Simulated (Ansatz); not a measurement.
Rows from a G0W0 calculation on Mg2H2O3 (P-3m1) (Ansatz 0.2.0; G0W0 on r2SCAN, plane waves, PAW; 6×6×2 mesh, 189 empty bands, screening to 120 eV, hard PAW files), in eV. Spin-orbit coupling is left out.

| row | k | band | start | Σx | Σc at the solution | Vxc |
| --- | --- | --- | --- | --- | --- | --- |
| A | Γ | c2 | 11.576 | -8.237 | -3.667 | -13.018 |
| B | Γ | c1 | 7.985 | -6.913 | -3.167 | -11.194 |
| C | Γ | v1 | 3.969 | -26.046 | 3.943 | -20.965 |

**Question.** Give the quasiparticle energies and the shift of each level.

The quasiparticle equation reads E = start + Σx + Σc(E) − Vxc.

| row | E (eV) | shift (eV) |
| --- | --- | --- |
| A | 12.690 | +1.113 |
| B | 9.099 | +1.114 |
| C | 2.831 | −1.137 |

Limits: not at the basis limit; coarse k mesh.

[Runs of the session that timed out or met a known fault of the program may be left out.]

[Cells called generated may have been cut or substituted from an entry of the Crystallography Open Database or the Materials Project.]

[Hosts, paths, dates, database ids (printed as entryN), source tags and the programs' standing remarks are cut or masked in the printed files.]
